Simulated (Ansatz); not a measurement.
# 1T-SnSe2 bilayer (AB) in a perpendicular field, part 3 of 3

Wanted: the out-of-plane response of the 1T-SnSe2 bilayer (AB). A positive field points along +c.

Ansatz 0.2.0; plane-wave DFT, PBE-D3(BJ), Ansatz PAW.

So far. Step 9 (Atoms held, field -0.2 V/Å): The dipole is -0.150 e·Å, and the gap 0.415 eV.

## (10) Single point, field 0.3 V/Å

Contents of input.yaml:

```yaml
crystal:
  lattice:
    - [3.8279165366, 0.0, 0.0]
    - [-1.9139582683, 3.3150729643, 0.0]
    - [0.0, 0.0, 27.4209362818]
  atoms:
    - { symbol: Se, position: [0.6666666667, 0.3333333333, 0.3282163639] }
    - { symbol: Sn, position: [0.0, 0.0, 0.3864767447] }
    - { symbol: Se, position: [0.3333333333, 0.6666666667, 0.4447079716] }
    - { symbol: Se, position: [0.0, 0.0, 0.5552920284] }
    - { symbol: Sn, position: [0.3333333333, 0.6666666667, 0.6135232553] }
    - { symbol: Se, position: [0.6666666667, 0.3333333333, 0.6717836361] }
kpoints:
  mp_grid: { grid: [12, 12, 1] }
  band_path:
    path: [[0, 0, 0], [0.5, 0, 0], [0.33333333, 0.33333333, 0], [0, 0, 0]]
    npoints: 16
hamiltonian:
  xc: pbe
  dispersion: d3bj
scf:
  occupations: { method: fermi_dirac, width: 0.02585 }
  convergence: { dr2_threshold: 1.0e-10 }
efield:
  axis: 3
  dipole_correction: true
  ramp_position: 0.9573
  ramp_width: 0.0855
  amplitude: 0.3
output:
  write_potential: true
  write_density: true
  volumetric_format: npy
```

The run is started by

```sh
> ansatz run input.yaml --threads 4 --pin off --max-ram 8192MiB --backend cpu --events-out ev --progress --plain --runs-dir out
```

Numbers of over 12 decimals in the logs are rounded to 6 here.

The program printed:

```text
[...]
Crystal: 6 atoms, lattice volume = 347.967 Å³
Basis set: ecut = 420 eV, 6775 PW (Γ)
Bands: 56, of which v1, the nominal top of the filled ones, is band 46 counted from 1 (45 counted from 0)
Symmetry: 6 space group operations
k-points: 19 of 144 (time reversal used)
[...]
k-point 0: bands = [... 42 lower, 0.0228, 0.0228, 0.2782, 0.2782, 1.5527, 2.4008, 3.2525, 3.4949, ... 6 higher]
  k-point 1: bands = [... 42 lower, -0.2437, -0.0390, 0.0726, 0.3433, 2.0179, 2.6081, 3.6680, 3.9246, ... 6 higher]
  k-point 2: bands = [... 42 lower, -0.7740, -0.1474, 0.0599, 0.3472, 2.3447, 2.6087, 3.9324, 4.4005, ... 6 higher]
  k-point 18: bands = [... 42 lower, -0.8662, -0.8197, -0.6004, -0.4525, 1.9477, 2.1936, 4.9627, 5.2903, ... 6 higher]
[key lines of the parts left out:]
SCF converged after 15 iterations
Free energy (F): -33928.542847 eV
Fermi energy:    0.551726 eV
Dipole field:    D = 0.117246 V/Å  (p = 0.225463 e·Å, saw-weighted, corrected)
```

Elapsed: 28 s, on 4 threads of Arm Neoverse V1, shared host; peak memory 1 GiB; 1.8 min of CPU time.

The dipole is 0.225 e·Å, and the gap 0.362 eV.

## (11) Single point, field -0.3 V/Å

Edit input.yaml of step 10 so:

```diff
@@ -28,3 +28,3 @@
   ramp_width: 0.0855
-  amplitude: 0.3
+  amplitude: -0.3
 output:
```

The program printed:

```text
[...]
Crystal: 6 atoms, lattice volume = 347.967 Å³
Basis set: ecut = 420 eV, 6775 PW (Γ)
Bands: 56, of which v1, the nominal top of the filled ones, is band 46 counted from 1 (45 counted from 0)
Symmetry: 6 space group operations
k-points: 19 of 144 (time reversal used)
[...]
k-point 0: bands = [... 42 lower, 0.0233, 0.0233, 0.2787, 0.2787, 1.5532, 2.4013, 3.2530, 3.4954, ... 6 higher]
  k-point 1: bands = [... 42 lower, -0.2432, -0.0385, 0.0731, 0.3438, 2.0184, 2.6086, 3.6685, 3.9251, ... 6 higher]
  k-point 2: bands = [... 42 lower, -0.7735, -0.1469, 0.0604, 0.3477, 2.3452, 2.6092, 3.9329, 4.4010, ... 6 higher]
  k-point 18: bands = [... 42 lower, -0.8657, -0.8192, -0.5999, -0.4520, 1.9482, 2.1941, 4.9632, 5.2908, ... 6 higher]
[key lines of the parts left out:]
SCF converged after 15 iterations
Free energy (F): -33928.542847 eV
Fermi energy:    0.552227 eV
Dipole field:    D = -0.117246 V/Å  (p = -0.225462 e·Å, saw-weighted, corrected)
```

It took 28 s on 4 threads; peak memory 1 GiB.

The dipole is -0.225 e·Å, and the gap 0.362 eV.

## (12) Atoms held, field 0.4 V/Å

Edit input.yaml of step 11 so:

```diff
@@ -26,5 +26,5 @@
   dipole_correction: true
-  ramp_position: 0.9573
-  ramp_width: 0.0855
-  amplitude: -0.3
+  ramp_position: 0.9234
+  ramp_width: 0.1532
+  amplitude: 0.4
 output:
```

The program printed:

```text
[...]
Crystal: 6 atoms, lattice volume = 347.967 Å³
Basis set: ecut = 420 eV, 6775 PW (Γ)
Bands: 56, of which v1, the nominal top of the filled ones, is band 46 counted from 1 (45 counted from 0)
Symmetry: 6 space group operations
k-points: 19 of 144 (time reversal used)
[...]
k-point 0: bands = [... 42 lower, -0.0042, -0.0042, 0.3161, 0.3161, 1.5359, 2.4101, 3.2121, 3.5320, ... 6 higher]
  k-point 1: bands = [... 42 lower, -0.2463, -0.0111, 0.0329, 0.3799, 1.9941, 2.6250, 3.6247, 3.9618, ... 6 higher]
  k-point 2: bands = [... 42 lower, -0.7390, -0.1399, 0.0207, 0.3820, 2.3015, 2.6461, 3.8915, 4.4228, ... 6 higher]
  k-point 18: bands = [... 42 lower, -0.9031, -0.8579, -0.5675, -0.4205, 1.9052, 2.2310, 4.9469, 5.2438, ... 6 higher]
[key lines of the parts left out:]
SCF converged after 13 iterations
Free energy (F): -33928.569160 eV
Fermi energy:    0.557800 eV
Dipole field:    D = 0.156439 V/Å  (p = 0.300831 e·Å, saw-weighted, corrected)
```

The job ended after 27 s (4 threads; peak memory 1 GiB).

The dipole is 0.301 e·Å, and the gap 0.303 eV.

## (13) Single point, field -0.4 V/Å

Edit input.yaml of step 12 so:

```diff
@@ -28,3 +28,3 @@
   ramp_width: 0.1532
-  amplitude: 0.4
+  amplitude: -0.4
 output:
```

The program printed:

```text
[...]
Crystal: 6 atoms, lattice volume = 347.967 Å³
Basis set: ecut = 420 eV, 6775 PW (Γ)
Bands: 56, of which v1, the nominal top of the filled ones, is band 46 counted from 1 (45 counted from 0)
Symmetry: 6 space group operations
k-points: 19 of 144 (time reversal used)
[...]
k-point 0: bands = [... 42 lower, -0.0042, -0.0042, 0.3161, 0.3161, 1.5359, 2.4101, 3.2121, 3.5320, ... 6 higher]
  k-point 1: bands = [... 42 lower, -0.2463, -0.0111, 0.0329, 0.3799, 1.9941, 2.6250, 3.6247, 3.9618, ... 6 higher]
  k-point 2: bands = [... 42 lower, -0.7390, -0.1399, 0.0207, 0.3820, 2.3015, 2.6461, 3.8915, 4.4228, ... 6 higher]
  k-point 18: bands = [... 42 lower, -0.9031, -0.8579, -0.5675, -0.4205, 1.9052, 2.2310, 4.9469, 5.2438, ... 6 higher]
[key lines of the parts left out:]
SCF converged after 13 iterations
Free energy (F): -33928.569160 eV
Fermi energy:    0.557800 eV
Dipole field:    D = -0.156439 V/Å  (p = -0.300831 e·Å, saw-weighted, corrected)
```

Elapsed: 27 s, on 4 threads; peak memory 1 GiB.

The dipole is -0.301 e·Å, and the gap 0.303 eV.

## (14) Response, atoms held

This step: plane-wave DFT, PBE-D3(BJ), Ansatz PAW; response to a field along the normal, atoms held (Ansatz 0.2.0).

The dipoles give the slope, and the difference of two potentials shows where the field is screened.

Numbers from this step:

```
equivalent conductor thickness p/(ε₀AE) : 10.71 Å
distance between the outer atoms        : 9.421 Å
```

The dipole of the cell by applied field:

```csv
applied field (V/Å),dipole of the cell (e·Å)
-0.400,-0.301
-0.300,-0.225
-0.200,-0.150
-0.100,-0.0751
-0.050,-0.0376
0.000,0
0.050,0.0376
0.100,0.0751
0.200,0.150
0.300,0.225
0.400,0.301
```

Local field over the applied field, running mean. From the potentials at -0.05 and 0.05 V/Å; running mean over 2.8 Å. Local field over applied field against z:

| z (Å) | local field over applied field |
| --- | --- |
| 5 | 0.995 |
| 6 | 0.959 |
| 7 | 0.784 |
| 8 | 0.468 |
| 9 | 0.174 |
| 10 | 0.0551 |
| 11 | 0.0434 |
| 12 | 0.106 |
| 13 | 0.219 |
| 14 | 0.247 |
| 15 | 0.153 |
| 16 | 0.0627 |
| 17 | 0.0389 |
| 18 | 0.103 |
| 19 | 0.329 |
| 20 | 0.659 |
| 21 | 0.910 |
| 22 | 0.987 |
| 23 | 0.999 |

Electrons, planar mean, per unit field. Induced electron density against z:

z (Å), induced electron density (e/Å³ per V/Å) and a bar from the least value:
```
      4.5    0.00001 ###############
      5.0    0.00002 ###############
      5.5    0.00005 ###############
      6.0    0.00016 ################
      6.5    0.00045 #################
      7.0    0.00114 ####################
      7.5    0.00247 ##########################
      8.0    0.00351 ##############################
      8.5    0.00199 #######################
      9.0    0.00097 ###################
      9.5    0.00040 #################
     10.0   -0.00100 ###########
     10.5   -0.00022 ##############
     11.0    0.00083 ##################
     11.5    0.00030 ################
     12.0   -0.00072 ############
     12.5   -0.00114 ##########
     13.0   -0.00191 #######
     13.5   -0.00088 ###########
     14.0    0.00119 ####################
     14.5    0.00181 #######################
     15.0    0.00107 ###################
     15.5    0.00066 ##################
     16.0   -0.00057 ############
     16.5   -0.00067 ############
     17.0    0.00038 #################
     17.5    0.00088 ###################
     18.0   -0.00060 ############
     18.5   -0.00106 ##########
     19.0   -0.00230 #####
     19.5   -0.00345 
     20.0   -0.00223 #####
     20.5   -0.00100 ###########
     21.0   -0.00038 #############
     21.5   -0.00014 ##############
     22.0   -0.00005 ###############
     22.5   -0.00001 ###############
     23.0    0.00000 ###############
```

The smaller of the gaps on the path and on the k-mesh, counted as 0 under 0.03 eV. The gap by applied field:

| applied field (V/Å) | gap (eV) |
| --- | --- |
| -0.400 | 0.303 |
| -0.300 | 0.362 |
| -0.200 | 0.415 |
| -0.100 | 0.456 |
| -0.050 | 0.469 |
| 0.000 | 0.473 |
| 0.050 | 0.469 |
| 0.100 | 0.456 |
| 0.200 | 0.415 |
| 0.300 | 0.362 |
| 0.400 | 0.303 |

By hand: between -0.05 and 0.05 V/Å the dipole changes by 0.07512 e·Å, a slope of 0.7512 e·Å²/V. A perfect conductor of thickness t has p = ε₀AEt, so t = 180.95 × 0.7512 / 12.690 = 10.71 Å (e/ε₀ = 180.95 V·Å, A in Å²).

The induced dipole is that of a conductor 10.71 Å thick.

## (15) What came out

- gap without field: 0.473 eV
- ionisation energy, upper face: 5.94 eV
- electron affinity, upper face: 5.46 eV
- equivalent conductor thickness, atoms held: 10.7 Å

**Reading.** The induced dipole equals that of a perfect conductor 10.71 Å thick, while the outer atoms lie 9.42 Å apart; an out-of-plane ε follows only once a thickness t is chosen, by 1 − 1/ε = 10.71 Å / t. The gap goes from 0.47 eV to 0.30 eV at -0.4 V/Å. With the field reversed the gap is 0.30 eV at 0.4 V/Å. Semilocal functionals give gaps that are too small, and excitons are not included. Spin-orbit coupling is left out, which matters for the bands of elements this heavy.

[Logs are printed without paths, hosts, clocks, repeated set-up lines and the standing remarks that a program may print on its own settings, such as how far it seeks lower states.]

[Hosts, paths, dates, database ids (printed as entryN), source tags and the programs' standing remarks are cut or masked in the printed files.]

[Maps of the electrostatic potential energy from Ansatz leave out the sawtooth potential of an applied field or a dipole correction, so their vacuum need not be flat; planar profiles and work functions include it.]
